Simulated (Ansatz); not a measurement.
# Si on Fe(100): change of the work function, part 5 of 5

Aim: the work function of Fe(100) at several coverages of Si (hollow site), and the dipole that each adsorbate carries.

Ansatz 0.2.0; plane-wave DFT, PBE, Ansatz PAW.

So far, work function, upper face (eV): step 2 (the clean slab) 3.86; step 5 (adsorbate added, k-mesh 10×10×1, coverage 1 ML) 4.50; step 7 (the slab at 0.25 ML, atoms frozen) 4.66; step 8 (the substrate of the 0.25 ML cell alone) 3.86; step 9 (the adsorbate layer of the 0.25 ML cell alone) 4.59.

### 10. Density difference at 0.25 ML

This step: plane-wave DFT, PBE, Ansatz PAW; density difference on adsorption (Ansatz 0.2.0).

The densities of the parts are taken from that of the whole and averaged over planes; the first moment of what is left gives the step in the potential.

Numbers from this step:

```yaml
largest_charge_moved: -0.005138 e/Å²
potential_step_from_the_moved_charge: 0.7507 eV
```

The electron density difference oscillates, so the rows of the table below give means over windows of 1 Å about each position, cut where the curve ends. Its maxima inside the range that stand out by 2 % of the span (Å: e/Å³): 9.0: 1.7e-4, 9.8: 1.2e-4, 10.5: -9.2e-6, 11.2: 3.1e-4, 13.3: -7.7e-5, 14.3: -0.00109, 15.5: 0.00813. Its minima: 8.5: -3.0e-4, 9.4: -1.9e-4, 10.2: -3.5e-4, 10.8: -4.1e-4, 13.0: -0.00114, 13.7: -0.00337, 14.7: -0.00652, 16.8: -0.00154.

Planar mean, whole system less its parts. Table of electron density difference by z; means over each step:

| z (Å) | electron density difference (e/Å³) |
| --- | --- |
| 4 | 7.3e-7 |
| 5 | 5.2e-6 |
| 6 | 2.9e-5 |
| 7 | 1.0e-4 |
| 8 | -5.6e-5 |
| 9 | -7.6e-5 |
| 10 | -8.0e-5 |
| 11 | 3.1e-6 |
| 12 | 2.2e-5 |
| 13 | -7.1e-4 |
| 14 | -0.00242 |
| 15 | 0.00109 |
| 16 | 0.00394 |
| 17 | -0.00130 |
| 18 | -4.6e-4 |
| 19 | -7.7e-5 |
| 20 | -1.0e-5 |
| 21 | -1.1e-6 |
| 22 | -1.2e-7 |

Planar mean, whole system less its parts. Electrons moved below z against z:

| z (Å) | electrons moved below z (e/Å²) |
| --- | --- |
| 4 | 3.2e-7 |
| 5 | 2.6e-6 |
| 6 | 1.7e-5 |
| 7 | 8.3e-5 |
| 8 | 1.7e-4 |
| 9 | 4.4e-5 |
| 10 | 2.8e-6 |
| 11 | -1.6e-4 |
| 12 | 2.0e-5 |
| 13 | -4.3e-4 |
| 14 | -0.00241 |
| 15 | -0.00491 |
| 16 | 0.00152 |
| 17 | 0.00104 |
| 18 | 2.0e-4 |
| 19 | 2.8e-5 |
| 20 | 3.2e-6 |
| 21 | 2.5e-7 |

### 11. The same run with other settings

This step: plane-wave DFT, PBE, Ansatz PAW (Ansatz 0.2.0).

System of this step: Si/Fe(100). The cell holds 6 atoms: 5 Fe and 1 Si. Its edges and angles: a = 2.870 Å, b = 2.870 Å, c = 25.182 Å, α = 90.0°, β = 90.0°, γ = 90.0°. Vacuum lies along c.

An input spoilt on purpose, to show how the run answers: it repeats the earlier run at 1 ML with efield.amplitude to 0 and efield.dipole_correction from true to false, and scf.max_iter set to 100.

input.yaml

```yaml
crystal:
  lattice:
    - [2.87, 0.0, 0.0]
    - [0.0, 2.87, 0.0]
    - [0.0, 0.0, 25.1820376673]
  atoms:
    - { symbol: Fe, position: [0.0, 0.0, 0.3573976069], spin: 2.97 }
    - { symbol: Fe, position: [0.5, 0.5, 0.4143826698], spin: 2.38 }
    - { symbol: Fe, position: [0.0, 0.0, 0.4706866946], spin: 2.5 }
    - { symbol: Fe, position: [0.5, 0.5, 0.5278198313], spin: 2.31 }
    - { symbol: Fe, position: [0.0, 0.0, 0.5811890574], spin: 2.92 }
    - { symbol: Si, position: [0.5, 0.5, 0.6426023931] }
magnetization:
  spin_polarized: true
kpoints:
  mp_grid: { grid: [10, 10, 1] }
hamiltonian:
  xc: pbe
scf:
  occupations: { method: fermi_dirac, width: 0.1 }
  convergence: { dr2_threshold: 1.0e-08 }
  max_iter: 100
efield:
  axis: 3
  dipole_correction: false
  ramp_position: 0.97
  ramp_width: 0.06
  amplitude: 0
relax:
  f_tol: 0.02
  max_steps: 60
  constraints: [{ sites: [0, 1] }]
output:
  bader: true
  write_potential: true
  write_density: true
  volumetric_format: npy
```

Started as:

```console
$ ansatz run input.yaml --threads 4 --pin off --max-ram 12288MiB --backend cpu --events-out ev --progress --plain --runs-dir out
```

Numbers of over 12 decimals in the logs are rounded to 6 here.

Output:

```text
Error: invalid value for `efield.amplitude`: is zero with dipole_correction: false — the section would apply nothing; set a non-zero amplitude, enable dipole_correction, or remove the block
```

Elapsed: 0.02 s, on 4 threads of Arm Neoverse V1, shared host; peak memory 0.032 GiB.

The input was rejected at the start.

The program's message: “Error: invalid value for `efield.amplitude`: is zero with dipole_correction: false — the section would apply nothing; set a non-zero amplitude, enable dipole_correction, or remove the block”

The fault put into the input: a field block that applies nothing.

### 12. A changed input

System of this step: Fe(100). The cell holds 5 atoms: 5 Fe. Its edges and angles: a = 2.870 Å, b = 2.870 Å, c = 23.740 Å, α = 90.0°, β = 90.0°, γ = 90.0°. Vacuum lies along c.

Another changed input: it repeats the earlier run at 0 ML with scf.occupations.method from fermi_dirac to cold, scf.occupations.width from 0.1 to 0.001, relax.f_tol from 0.02 to 0.005 and relax.max_displacement to 0.3.

input.yaml

```yaml
crystal:
  lattice:
    - [2.87, 0.0, 0.0]
    - [0.0, 2.87, 0.0]
    - [0.0, 0.0, 23.74]
  atoms:
    - { symbol: Fe, position: [0.0, 0.0, 0.3791069924], spin: 2.5 }
    - { symbol: Fe, position: [0.5, 0.5, 0.4395534962], spin: 2.5 }
    - { symbol: Fe, position: [0.0, 0.0, 0.5], spin: 2.5 }
    - { symbol: Fe, position: [0.5, 0.5, 0.5604465038], spin: 2.5 }
    - { symbol: Fe, position: [0.0, 0.0, 0.6208930076], spin: 2.5 }
magnetization:
  spin_polarized: true
kpoints:
  mp_grid: { grid: [10, 10, 1] }
hamiltonian:
  xc: pbe
scf:
  occupations: { method: cold, width: 0.001 }
  convergence: { dr2_threshold: 1.0e-08 }
efield:
  axis: 3
  dipole_correction: true
  ramp_position: 0.97
  ramp_width: 0.06
relax:
  f_tol: 0.005
  max_steps: 60
  constraints: [{ sites: [0, 1] }]
  max_displacement: 0.3
output:
  write_potential: true
  write_density: true
  volumetric_format: npy
```

Output:

```text
[...]
Crystal: 5 atoms, lattice volume = 195.544 Å³
Basis set: ecut = 420 eV, 3827 PW (Γ), exchange–correlation on 40×40×320 points (8 copies of the dense FFT grid, shifted against one another)
Bands: 56, of which v1, the nominal top of the filled ones, is band 40 counted from 1 (39 counted from 0)
Symmetry: 8 space group operations
k-points: 21 of 100
[...]
Starting moments: Σ|m| = 12.5 μB on 5 of 5 sites
[...]
SCF iter   1: F=—  HF=-22398.853475 eV  |F-HF|=—  |Δ(HF+E_count)|=         —  Δρ=4.54e-2 (↑1.89e-2 ↓4.54e-2)  dr2=1.37e1  dr2_m=1.31e0  M=12.797 μB ∫|m|=12.922 μB  β_m=1.00  ethr=3.10e-3  p=0.000 e·Å  D=1.02e-13 V/Å  ΔV_dip=-0.00 eV  dr2_dipole=3.51e-8  V_vac-E_F(+/−)=7.36/7.36 eV  ⟨swp⟩=10.8  Hψ=12103  notcnv=0
[...]
SCF iter   2: F=—  HF=-22397.680052 eV  |F-HF|=—  |Δ(HF+E_count)|=    1.17e0  Δρ=1.49e-2 (↑1.05e-2 ↓1.49e-2)  dr2=6.04e0  dr2_m=1.23e-1  M=13.022 μB ∫|m|=13.392 μB  β_m=1.00  ethr=3.10e-3  p=0.000 e·Å  D=1.49e-5 V/Å  ΔV_dip=-0.00 eV  dr2_dipole=4.81e-8  V_vac-E_F(+/−)=6.75/6.75 eV  ⟨swp⟩=2.5  Hψ=3980  notcnv=0  defer=212  κ⁻¹=1.0e0(r=1)
[...]
spin=Collinear: Resta preconditioning applied to the charge; magnetization (m = ρ↑ − ρ↓) channel mixes plain (no charge-response kernel on spin).
SCF iter   3: F=—  HF=-22398.673004 eV  |F-HF|=—  |Δ(HF+E_count)|=   9.93e-1  Δρ=8.59e-3 (↑6.63e-3 ↓8.59e-3)  dr2=8.42e-1  dr2_m=2.01e-2  M=13.102 μB ∫|m|=13.667 μB  β_m=1.00  ethr=3.10e-3  p=-0.000 e·Å  D=-7.46e-8 V/Å  ΔV_dip=0.00 eV  dr2_dipole=3.03e-7  V_vac-E_F(+/−)=5.70/5.70 eV  ⟨swp⟩=2.6  Hψ=3440  notcnv=0  defer=201  κ⁻¹=1.9e-1(r=2)
[...]
SCF iter  14: F=—  HF=-22399.782026 eV  |F-HF|=—  |Δ(HF+E_count)|=         —  Δρ=4.76e-4 (↑1.34e-4 ↓4.76e-4)  dr2=9.75e-4  dr2_m=6.85e-5  M=13.380 μB ∫|m|=13.984 μB  β_m=1.20  ethr=2.23e-7  p=-0.000 e·Å  D=-2.50e-6 V/Å  ΔV_dip=0.00 eV  dr2_dipole=2.73e-7  V_vac-E_F(+/−)=3.84/3.84 eV  ⟨swp⟩=3.2  Hψ=4075  notcnv=0  defer=193
[...]
iteration 14: the input's own smearing fills from here on; a Gaussian of 0.001 eV has filled iterations ahead of it
SCF iter  15: F=—  HF=-22399.782160 eV  |F-HF|=—  |Δ(HF+E_count)|=   1.34e-4  S|Δr|=    0.00e0  Δρ=7.06e-4 (↑1.68e-4 ↓7.06e-4)  dr2=2.52e-3  dr2_m=1.60e-4  M=13.380 μB ∫|m|=13.986 μB  β_m=1.20  ethr=2.23e-7  p=0.000 e·Å  D=2.25e-5 V/Å  ΔV_dip=-0.00 eV  dr2_dipole=3.85e-6  V_vac-E_F(+/−)=3.83/3.83 eV  ⟨swp⟩=3.1  Hψ=4592  notcnv=0  defer=193  κ⁻¹=1.0e0(r=1)
[...]
SCF iter  25: F=-22399.782306 eV  HF=-22399.782306 eV  |F-HF|=1.12e-8  |Δ(HF+E_count)|=   2.14e-9  S|Δr|=    0.00e0  Δρ=9.25e-7 (↑7.95e-7 ↓9.25e-7)  dr2=4.44e-9  dr2_m=4.11e-10  M=13.380 μB ∫|m|=13.983 μB  ethr=1.25e-11  p=-0.000 e·Å  D=-3.81e-7 V/Å  ΔV_dip=0.00 eV  dr2_dipole=3.14e-20  V_vac-E_F(+/−)=3.82/3.82 eV  ⟨swp⟩=7.6  Hψ=13911  notcnv=0
SCF 1 converged in 25 iterations: F = -22399.782306 eV  dr2 = 4.44e-9
[...]
relax step   1: F+E_penalty+E_count = -22399.78230647 eV  Δ(F+E_penalty+E_count) = +0.000e0 eV  max|allowed force component| = 4.927e-1 eV/Å  Δτ_max = 0.0000 Å  (25 SCF iters, accepted)
[...]
SCF iter  19: F=-22399.799370 eV  HF=-22399.799370 eV  |F-HF|=4.95e-9  |Δ(HF+E_count)|=   2.00e-8  S|Δr|=    0.00e0  Δρ=8.23e-7 (↑4.69e-7 ↓8.23e-7)  dr2=6.52e-9  dr2_m=2.60e-10  M=13.380 μB ∫|m|=13.959 μB  ethr=1.25e-11  p=-0.001 e·Å  D=-9.73e-4 V/Å  ΔV_dip=0.02 eV  dr2_dipole=5.78e-10  V_vac-E_F(+/−)=3.82/3.80 eV  ⟨swp⟩=7.2  Hψ=13005  notcnv=0
SCF 2 converged in 19 iterations: F = -22399.799370 eV  dr2 = 6.52e-9
[...]
relax step   2: F+E_penalty+E_count = -22399.79936967 eV  Δ(F+E_penalty+E_count) = -1.706e-2 eV  max|allowed force component| = 2.748e-1 eV/Å  Δτ_max = 0.0474 Å  (19 SCF iters, accepted)
SCF iter   1: F=—  HF=-22399.804129 eV  |F-HF|=—  |Δ(HF+E_count)|=         —  Δρ=4.84e-3 (↑2.48e-3 ↓4.84e-3)  dr2=7.61e-2  dr2_m=1.69e-2  M=13.380 μB ∫|m|=13.956 μB  β_m=1.20  ethr=8.31e-4  p=-0.001 e·Å  D=-9.74e-4 V/Å  ΔV_dip=0.02 eV  dr2_dipole=6.36e-4  V_vac-E_F(+/−)=3.84/3.82 eV  ⟨swp⟩=5.0  Hψ=5364  notcnv=0  defer=186
[...]
SCF iter  47: F=-22399.805214 eV  HF=-22399.805214 eV  |F-HF|=5.66e-9  |Δ(HF+E_count)|=   8.52e-9  S|Δr|=    0.00e0  Δρ=1.61e-6 (↑4.76e-7 ↓1.61e-6)  dr2=9.08e-9  dr2_m=9.74e-10  M=13.380 μB ∫|m|=13.949 μB  ethr=1.25e-11  p=-0.000 e·Å  D=-3.07e-4 V/Å  ΔV_dip=0.01 eV  dr2_dipole=5.66e-10  V_vac-E_F(+/−)=3.82/3.81 eV  ⟨swp⟩=8.6  Hψ=12147  notcnv=0
SCF 3 converged in 47 iterations: F = -22399.805214 eV  dr2 = 9.08e-9
relax step   3: F+E_penalty+E_count = -22399.80521369 eV  Δ(F+E_penalty+E_count) = -5.844e-3 eV  max|allowed force component| = 6.904e-2 eV/Å  Δτ_max = 0.0477 Å  (47 SCF iters, accepted)
[...]
relax step   4: F+E_penalty+E_count = -22399.80546566 eV  Δ(F+E_penalty+E_count) = -2.520e-4 eV  max|allowed force component| = 9.657e-3 eV/Å  Δτ_max = 0.0080 Å  (16 SCF iters, accepted)
[...]
relax step   5: F+E_penalty+E_count = -22399.80551154 eV  Δ(F+E_penalty+E_count) = -4.588e-5 eV  max|allowed force component| = 2.486e-2 eV/Å  Δτ_max = 0.0029 Å  (13 SCF iters, accepted)
[...]
relax step   6: F+E_penalty+E_count = -22399.80559755 eV  Δ(F+E_penalty+E_count) = -8.601e-5 eV  max|allowed force component| = 7.869e-3 eV/Å  Δτ_max = 0.0059 Å  (16 SCF iters, accepted)
SCF iter   1: F=—  HF=-22399.805590 eV  |F-HF|=—  |Δ(HF+E_count)|=         —  Δρ=1.76e-4 (↑3.15e-5 ↓1.76e-4)  dr2=3.99e-4  dr2_m=1.48e-5  M=13.380 μB ∫|m|=13.954 μB  β_m=1.20  ethr=2.76e-6  p=-0.000 e·Å  D=-1.27e-4 V/Å  ΔV_dip=0.00 eV  dr2_dipole=1.31e-4  V_vac-E_F(+/−)=3.82/3.81 eV  ⟨swp⟩=3.0  Hψ=3651  notcnv=0  defer=191
[...]
SCF iter  14: F=-22399.805602 eV  HF=-22399.805602 eV  |F-HF|=2.15e-9  |Δ(HF+E_count)|=   1.24e-9  S|Δr|=    0.00e0  Δρ=1.68e-7 (↑1.32e-7 ↓1.68e-7)  dr2=2.91e-10  dr2_m=1.23e-11  M=13.380 μB ∫|m|=13.954 μB  ethr=1.25e-11  p=-0.000 e·Å  D=-2.00e-4 V/Å  ΔV_dip=0.00 eV  dr2_dipole=7.11e-11  V_vac-E_F(+/−)=3.82/3.81 eV  ⟨swp⟩=6.0  Hψ=11076  notcnv=0
SCF 7 converged in 14 iterations: F = -22399.805602 eV  dr2 = 2.91e-10
relax step   7: F+E_penalty+E_count = -22399.80560177 eV  Δ(F+E_penalty+E_count) = -4.215e-6 eV  max|allowed force component| = 9.252e-4 eV/Å  Δτ_max = 0.0008 Å  (14 SCF iters, accepted)
[...]
SCF converged after 14 iterations
Stability not checked: this state was not tested for a lower state beside it, because cold or Methfessel-Paxton smearing, or corrected tetrahedra, fill the levels in a way that the test cannot read (fill_not_monotonic; see scf.lower_state_search)
Magnetization: 13.3800 μB (46.6900 up, 33.3100 down)
Absolute magnetization: 13.9542 μB (∫|ρ↑−ρ↓|, with the PAW one-centre terms)
[...]
Per-site moments (μB) at R_I (Å): [(2.984934, 1.025266), (2.401392, 1.023706), (2.576959, 1.023706), (2.346683, 1.003793), (2.939281, 1.003793)]
Free energy (F): -22399.805602 eV
[...]
Internal energy: -22399.805595 eV  (E = F + TS)
E sigma→0 (E₀):  -22399.805600 eV
Entropy (-TS):   -0.000007 eV (-0.001 meV/atom)
Fermi energy:    2.852699 eV
Dipole field:    D = -0.000211 V/Å  (p = -0.000228 e·Å, saw-weighted, corrected)
Work function:   Φ+ = 3.8190 eV   Φ− = 3.8139 eV
[...]
--- Forces (eV/Å), atoms counted from 1 ---
  atom   1  Fe    -0.00000000     0.00000000     0.48963504
  atom   2  Fe    -0.00000000     0.00000000    -0.48991741
  atom   3  Fe    -0.00000000     0.00000000     0.00092522
  atom   4  Fe    -0.00000000     0.00000000    -0.00051928
  atom   5  Fe    -0.00000000     0.00000000    -0.00011517
  max |Σ_I F_I| component: 8.41e-6 eV/Å
--- Band table (eV; the first three rows and the last of 42) ---
  k-point 0 ↑: bands = [... 36 lower, 0.6968, 0.8069, 0.9172, 1.2517, 1.4118, 1.4883, 1.4883, 1.8806, ... 12 higher]
  k-point 1 ↑: bands = [... 36 lower, 0.9258, 0.9389, 0.9879, 1.1213, 1.4427, 1.4576, 1.7398, 1.8548, ... 12 higher]
  k-point 2 ↑: bands = [... 36 lower, 1.0183, 1.0880, 1.1532, 1.3604, 1.4516, 1.4715, 1.8616, 1.8841, ... 12 higher]
  k-point 20 ↓: bands = [... 36 lower, 4.1988, 4.5730, 4.6261, 4.6753, 4.7044, 4.7857, 4.8102, 4.8629, ... 12 higher]
--- Relaxed structure (7 steps of the walk, 7 accepted, 0 SCFs on fresh bases) ---
  F+E_penalty+E_count = -22399.80560177 eV   max|allowed force component| = 9.252e-4 eV/Å
  atoms:
    - { symbol: Fe, position: [0.0, 0.0, 0.3791069924] }
    - { symbol: Fe, position: [0.5, 0.5, 0.4395534962] }
    - { symbol: Fe, position: [0, 0.0, 0.499724] }
    - { symbol: Fe, position: [0.5, 0.5, 0.560653] }
    - { symbol: Fe, position: [0, 0.0, 0.617216] }
```

Wall time 2.1 min (4 threads); peak memory 0.73 GiB.

Relaxation path:

| step | energy less that of the first step (eV) | largest force component (eV/Å) |
| --- | --- | --- |
| 1 | 0.0000 | 0.4927 |
| 2 | -0.0171 | 0.2748 |
| 3 | -0.0229 | 0.0690 |
| 4 | -0.0232 | 0.0097 |
| 5 | -0.0232 | 0.0249 |
| 6 | -0.0233 | 0.0079 |
| 7 | -0.0233 | 0.0009 |

The run keeps the 8 symmetry operations that it works with, so distortions that break them were not tested.

The atoms that moved most (Å):

| atom | dx | dy | dz | length |
| --- | --- | --- | --- | --- |
| Fe5 | 0.000 | 0.000 | -0.087 | 0.087 |
| Fe3 | 0.000 | 0.000 | -0.007 | 0.007 |

Final coordinates:

```cif
data_structure
_symmetry_space_group_name_H-M 'P 1'
_symmetry_Int_Tables_number 1
_cell_length_a 2.8700
_cell_length_b 2.8700
_cell_length_c 23.7400
_cell_angle_alpha 90.000
_cell_angle_beta 90.000
_cell_angle_gamma 90.000
_cell_volume 195.54
loop_
_atom_site_label
_atom_site_type_symbol
_atom_site_fract_x
_atom_site_fract_y
_atom_site_fract_z
_atom_site_occupancy
Fe1 Fe 0.00000 0.00000 0.37911 1
Fe2 Fe 0.50000 0.50000 0.43955 1
Fe3 Fe 0.00000 0.00000 0.49972 1
Fe4 Fe 0.50000 0.50000 0.56065 1
Fe5 Fe 0.00000 0.00000 0.61722 1
```

This step gave:

```
total moment              : 13.38 μB
site moments              : 2.985, 2.401, 2.577, 2.347, 2.939 μB
work function, upper face : 3.819 eV
dipole along the normal   : -2.28e-4 e·Å
```

Site moment by atom:

| atom | site moment (μB) |
| --- | --- |
| Fe1 | 2.98 |
| Fe2 | 2.40 |
| Fe3 | 2.58 |
| Fe4 | 2.35 |
| Fe5 | 2.94 |

| quantity | this run | earlier run | difference |
| --- | --- | --- | --- |
| work function, upper face (eV) | 3.819 | 3.856 | -0.037 |
| dipole along the normal (e·Å) | -2.28e-4 | -0.001173 | 9.4e-4 |
| total moment (μB) | 13.38 | 13.22 | 0.16 |

What moves beyond 0.01 in its unit (for the dipole 0.5 % and 5e-5 e·Å): dipole along the normal (+0.000945 e·Å), total moment (+0.16 μB) and work function, upper face (-0.0372 eV).

### 13. Summary of results

```
work function of the clean face                                                           : 3.86 eV
work function at 0.25 ML                                                                  : 4.66 eV
work function at 0.5 ML                                                                   : 4.77 eV
work function at 1 ML                                                                     : 4.50 eV
dipole per adsorbate at 0.25 ML, positive end outwards                                    : -0.65 D
step of the potential from the moved charge at 0.25 ML, upper less lower side, atoms held : 0.751 eV
```

In words: Si raises the work function of Fe(100) at the lowest coverage, by 0.80 eV: the adsorbate layer has its negative end outwards. The dipole per adsorbate falls from 0.65 to 0.13 D as the layer fills. Neighbouring dipoles depolarise each other, and heights and bonding change with coverage too. The slab has 5 layers, at the tabulated experimental lattice constant, one starting site was run, and quantum-size effects of a slab this thin can reach one or two tenths of an eV. The magnetic order is the one reached from the typed start; other orders were not compared.

[Logs are printed without paths, hosts, clocks, repeated set-up lines and the standing remarks that a program may print on its own settings, such as how far it seeks lower states.]

[Hosts, paths, dates, database ids (printed as entryN), source tags and the programs' standing remarks are cut or masked in the printed files.]

[Maps of the electrostatic potential energy from Ansatz leave out the sawtooth potential of an applied field or a dipole correction, so their vacuum need not be flat; planar profiles and work functions include it.]
